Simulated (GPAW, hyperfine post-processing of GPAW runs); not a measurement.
# A contact shift by hand: 19F in MgV2O2F6

A spin-polarised calculation (DFT, revPBE+U, plane-wave PAW, GPAW setups, collinear spin, scalar-relativistic; GPAW) with all V moments parallel (S = 0.5 each) puts a spin density ρ↑ − ρ↓ of -0.01227 e/Å³, counted along the moments, at one F nucleus (bonded to 1 V at 1.94 Å). Take g = 2, spin-only moments and Θ = 0 K (a pure Curie law); γ/2π of 19F is 40.0776 MHz/T.

**Task.** Find the contact field, the hyperfine constant and the contact shift at 320 K and 400 K, supposing that the crystal is a paramagnet with these local moments at both.

1. A spin density ρ_s carries a moment density μB ρ_s, and the contact field is B_c = (2μ₀/3) μB ρ_s. For 1 e/Å³ that is 7.769 T, so B_c = -0.09533 T.

2. With H = A S·I summed over the ions, A = γB_c/(2πS) = 40.0776 × −0.09533 / 0.5 = -7.64 MHz.

3. In a field B0 the paramagnet reaches only a fraction of saturation, M/M_sat = g μB (S + 1) B0 / [3 k_B (T − Θ)]. At 320 K this is 2.0991e-03 per tesla, or 1.97 % at 9.4 T.

4. The shift is that fraction of B_c over B0, so B0 drops out: δ = -0.09533 × 2.0991e-03 × 10⁶ = -200 ppm at 320 K.

5. At 400 K it scales by (320 − Θ)/(400 − Θ) = 0.800, to -160 ppm.

6. The sign says that the spin at the nucleus is opposite to the V moments. Over this level and the 5 others of the session's ladder with the same moment and an open gap (any hybrids aside), the field runs from -0.338 to -0.0315 T. Spin flips in this cell gave a rough Θ of 162 K, not relied on, which would scale the first shift by 2.02. The valence electrons alone give 0.00831 T; the rest is the cores' response, which is the less certain part. Orbital and pseudocontact parts are not included.

[Hosts, paths, dates, database ids (printed as entryN), source tags and the programs' standing remarks are cut or masked in the printed files.]
